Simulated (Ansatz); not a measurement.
# Where S_i (8-fold void) puts its levels in the gap of BaLa2S4 (I-42d), part 2 of 2

Aim: at which Fermi levels does S_i (8-fold void) in BaLa2S4 (I-42d) change its charge? The model is a cell of 56 host atoms with 1 S put in.

Ansatz; place-levels on PBEsol runs: charge-transition levels and formation energies with image-charge correction and potential alignment at the atomic sites.

So far: The structure; What was run first; place-levels, PBEsol.

### Step 3. place-levels, PBEsol (continued)

Levels between the charges placed, in eV above the valence top:

|  | gap (eV) | (+1/0) | (0/−1) | (−1/−2) |
| --- | --- | --- | --- | --- |
| PBEsol | 1.92 | 0.33 | 2.07 | 1.54 |

Corrections by state:

| charge | moment (μB) | image terms and alignment (eV) | band filling (eV) | ε used | over the lowest of its charge, as the program ranks them, band filling apart (eV) |
| --- | --- | --- | --- | --- | --- |
| +1 | 1.0 | 0.237 | - | principal values (18.13, 20.97, 20.97) | 0.000 |
| 0 | 0.0 | 0.000 | - | - | 0.000 |
| −1 | 1.0 | -0.082 | - | principal values (18.13, 20.97, 20.97) | 0.000 |
| −2 | 0.0 | 0.000 | - | principal values (18.13, 20.97, 20.97) | 0.000 |
| −2 | 2.0 | -0.071 | - | principal values (18.13, 20.97, 20.97) | 0.739 |

The charged structures listed were also run neutral, and place-levels reads from each pair, by the potential or the spins, how wide the charge is by which they differ; that can be the carrier of either run.

| charge | rms radius (Å) | spread where it is widest against the cell (Å) | wide from (Å) | reading |
| --- | --- | --- | --- | --- |
| +1 | 3.1 | 2.19 | 1.76 | wide |
| −1 | 3.2 | 2.10 | 1.76 | wide |
| −2 | 3.7 | 2.21 | 1.76 | wide |

The neutral runs of these pairs need not share the spin of the lowest neutral state, and very wide values only mean spread over the cell.

From the program's caveats on the states, each cut to its opening words:

- charge +1 (1 μB): it parts from the run at its places by a charge that spreads by about 2.2 Å along one vector (1.8 Å or more is wide), by the spins about the atoms, where the [...]
- charge +1 (1 μB): its sublattices stand up to 0.0390 Å off the host's, which by the two runs' forces adds about +0.01 eV to its energy against the host's, and moves the band [...]
- charge +1 (1 μB), −1 (1 μB): its displacements don't fall off away from the defect: farther atoms stand 0.038 Å off the host's places
- charge 0: its displacements don't fall off away from the defect: farther atoms stand 0.043 Å off the host's places
- charge −1 (1 μB): it parts from the run at its places by a charge that spreads by about 2.1 Å along one vector (1.8 Å or more is wide), by the spins about the atoms, where the [...]
- charge −2: it parts from the run at its places by a charge that spreads by about 2.2 Å along one vector (1.8 Å or more is wide), by its potential at epsilon [7.76, 7.76, [...]
- charge −2: its alignment with the host at atomic sites is doubtful: the mean over the far sites moves by -0.0640 eV from their farther parts to their nearer, more than [...]
- charge −2, −2 (2 μB): its displacements don't fall off away from the defect: farther atoms stand 0.036 Å off the host's places
- charge −2 (2 μB): it parts from the run at its places by a charge that spreads by about 3.3 Å along one vector (1.8 Å or more is wide), by its potential at epsilon [7.76, 7.76, [...]
- charge −2 (2 μB): its alignment with the host at atomic sites is doubtful: the mean over the far sites moves by -0.0515 eV from their farther parts to their nearer, more than [...]
- charge −2 (2 μB): the host's ions (past the first shell or, of a walk that freed a part, those that it held) aren't shown at rest: they stand up to 0.194 Å off their sites, 0.69 [...]
- charge −2 (2 μB): its sublattices stand up to 0.0335 Å off the host's, which by the two runs' forces adds about +0.01 eV to its energy against the host's, and moves the band [...]
- charge −2 (2 μB): its moments are held at its close (magnetization.spin_locking), by a field of 0.219 eV a Bohr magneton, and its energy and levels are of the state that this [...]

Chemical potentials of the elements' reference phases, run alike. Formation energy by charge state (elemental references; gap 1.92 eV):

| charge | at valence top (eV) | at conduction bottom (eV) | correction included (eV) |
| --- | --- | --- | --- |
| +1 | 1.07 | 2.99 | 0.24 |
| 0 | 1.40 | 1.40 | 0.00 |
| −1 | 3.47 | 1.54 | -0.08 |
| −2 | 5.01 | 1.16 | 0.00 |

| Fermi level (eV) | lowest formation energy (eV) |
| --- | --- |
| 0.00 | 1.07 |
| 0.17 | 1.24 |
| 0.35 | 1.40 |
| 0.52 | 1.40 |
| 0.70 | 1.40 |
| 0.87 | 1.40 |
| 1.05 | 1.40 |
| 1.23 | 1.40 |
| 1.40 | 1.40 |
| 1.58 | 1.40 |
| 1.75 | 1.40 |
| 1.92 | 1.16 |

### Step 4. The same at the relaxations' own k-points

The relaxations' own energies give the levels at their sampling, for comparison.

levels.relax_mesh.yaml reads:

```yaml
host:
  run: host.relax.run
  levels_from: { run: edges.relax.run }
states: [qm2.relax.run, qm1_M1.relax.run, q0.relax.run, qp1_M1.relax.run, qm2_M2.relax.run]
chemical_potentials:
  S:
    energy: -884.879081
    dataset: "<sha256 of the dataset>"
```

The run is started by

```sh
$ ansatz place-levels levels.relax_mesh.yaml -- --threads 4 --pin off --max-ram 14131MiB
```

Output:

```text
(+1/0) 0.299 eV above the valence edge, 1.626 eV under the conduction edge
(0/-1) 2.070 eV above the valence edge, in the conduction band; not on the lower envelope
[...]
formation energy of charge +1: +1.030 eV with the Fermi level at the valence edge
formation energy of charge 0: +1.329 eV with the Fermi level at the valence edge
formation energy of charge -1: +3.399 eV with the Fermi level at the valence edge
formation energy of charge -2: +4.934 eV with the Fermi level at the valence edge
  edges by pbesol of host.levels_from (edges.relax.run), its mesh sampled to repeats of 38.14 Å (the valence edge +0.076 eV and the conduction edge -0.143 eV from those of the host's own run), gap 1.925 eV; the host is sampled to repeats of 12.45 Å
[... the lines on each state left out ...]
```

Elapsed: 0.19 s, on 4 threads of Arm Neoverse V1, shared host.

Levels between neighbouring charges, in eV above the valence top:

|  | gap (eV) | (+1/0) | (0/−1) | (−1/−2) |
| --- | --- | --- | --- | --- |
| one point at (¼, ¼, ¼) | 1.92 | 0.30 | 2.07 | 1.54 |
| a 2×2×2 shifted mesh | 1.92 | 0.33 | 2.07 | 1.54 |

Going from one point at (¼, ¼, ¼) to a 2×2×2 shifted mesh moves the levels that carry no band-filling term by up to 0.03 eV and formation energies against the elements by up to 0.08 eV.

### Step 5. What a wrong or other choice does

The levels are placed again with one choice changed, to see how much they rest on it.

levels.try0.yaml is levels.point.yaml with these lines changed:

```diff
-epsilon: [7.76, 7.76, 7.54]
-static_epsilon: [20.97, 20.97, 18.13]
+epsilon: 1.0001
+static_epsilon: 1.0001
```

The run is started by

```sh
$ ansatz place-levels levels.try0.yaml -- --threads 4 --pin off --max-ram 14131MiB
```

Output:

```text
(+1/0) 0.354 eV beneath the valence edge (-0.833 eV without the band-filling correction), in the valence band
(0/-1) 2.457 eV above the valence edge (+3.229 eV without the band-filling correction), in the conduction band; not on the lower envelope
[...]
formation energy of charge +1: +1.752 eV with the Fermi level at the valence edge
formation energy of charge 0: +1.398 eV with the Fermi level at the valence edge
formation energy of charge -1: +3.855 eV with the Fermi level at the valence edge
formation energy of charge -2: +6.277 eV with the Fermi level at the valence edge
vertical -2 to 0: no energy, since no alignment is typed
vertical -1 to 0: no energy, since no alignment is typed
vertical +1 to 0: no energy, since no alignment is typed
vertical -2 to 0: no energy, since no alignment is typed
[...]
[... the lines on each state left out ...]
```

The change: no screening of the image charge.

Levels in eV above the valence top; the changed ones are not the defect's:

|  | gap (eV) | (+1/0) | (0/−1) | (−1/−2) |
| --- | --- | --- | --- | --- |
| changed | 1.92 | -0.35 | 2.46 | 2.42 |
| as set up | 1.92 | 0.33 | 2.07 | 1.54 |

The largest shift is 0.88 eV, band-filling terms included.

### Step 6. What came out

```json
{
 "gap of the host": "1.92 eV (PBEsol)",
 "level (plus 1/0)": "0.33 eV above the valence top",
 "level (0/minus 1)": "2.07 eV above the valence top, past the conduction bottom, not a change between lowest states",
 "level (minus 1/minus 2)": "1.54 eV above the valence top, not a change between lowest states",
 "level (0/minus 2)": "1.81 eV above the valence top",
 "lowest of the charges placed, just above the valence top (0.02 eV)": "+1",
 "lowest of the charges placed, just below the conduction bottom (0.02 eV)": "−2",
 "lowest formation energy at mid-gap of the charges run, elemental references": "1.40 eV"
}
```

In words: Of the charges placed (−2, −1, 0 and +1), the lowest changes at 0.33 eV (+1/0) and 1.81 eV (0/−2) above the valence top, in a gap of 1.92 eV. (0/−2) passes over charge −1, which lies 0.26 eV above the two there; a lower structure or spin state of it, if missed, would change that. Charges above +1 and below −2 were not placed, so these runs say nothing of levels that involve them. States placed: +1 at 1 μB; 0 at 0 μB; −1 at 1 μB; −2 at 0 μB and 2 μB. Other spin states or structures, where not listed, weren't placed. At charge 0 the atom put in ends up to 0.8 Å from its starting place, so the name tells the start alone and the levels can join different sites. Going from one point at (¼, ¼, ¼) to a 2×2×2 shifted mesh moves the levels that carry no band-filling term by up to 0.03 eV and formation energies against the elements by up to 0.08 eV. The program doubts the alignment of potentials for at least one state, a sign that the cell is small. Limits: PBEsol makes the gap too small and tends to spread out bound carriers; spin–orbit coupling, which can matter with heavy atoms, is left out.

[Logs are printed without paths, hosts, clocks, repeated set-up lines and the standing remarks that a program may print on its own settings, such as how far it seeks lower states.]

[Hosts, paths, dates, database ids (printed as entryN), source tags and the programs' standing remarks are cut or masked in the printed files.]

[Where a table of states has a column of steps, it counts the stored structures, which are thinned; the runs took as many ionic steps or more.]

[A defect's name tells the site on which it was built; relaxed atoms can leave that site.]

[For some hosts the program warned that the k-mesh of the response run may be too coarse for force constants and the static dielectric constant; such warnings are not shown here.]
